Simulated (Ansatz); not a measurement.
In doubt: masses and optical values from hybrid runs of this build are listed as unsure, which bears on the screening that GW takes from such a start.

Rows from a G0W0 calculation on InAs (F-43m) (Ansatz 0.2.0; G0W0 on HSE06, plane waves, PAW; 8×8×8 mesh, 493 empty bands, screening to 250 eV, hard PAW files), in eV. Spin-orbit coupling is left out.

The database entry behind the starting cell differs from later determinations by our own check (about 0.4 % short), so it need not match the best structure at ambient conditions.

| row | Σx | Σc | Vxc | Z |
| --- | --- | --- | --- | --- |
| A | -10.97 | -3.45 | -14.17 | 0.78 |
| B | -7.29 | -4.12 | -11.19 | 0.76 |
| C | -16.39 | 0.71 | -15.33 | 0.76 |

**Question.** Which rows are filled states and which are empty ones, and how can one tell?

Filled: C. Empty: A and B. The sign of Σc tells: for a filled state bare exchange, which holds its interaction with itself, lies below Vxc (Σx − Vxc is -1.1 eV or lower here) and screening gives part back as a positive Σc. For an empty state Σx lies above Vxc (+3.2 eV or more) and the Coulomb hole leaves Σc negative.

[Runs of the session that timed out or met a known fault of the program may be left out.]

[Cells called generated may have been cut or substituted from an entry of the Crystallography Open Database or the Materials Project.]

[Hosts, paths, dates, database ids (printed as entryN), source tags and the programs' standing remarks are cut or masked in the printed files.]
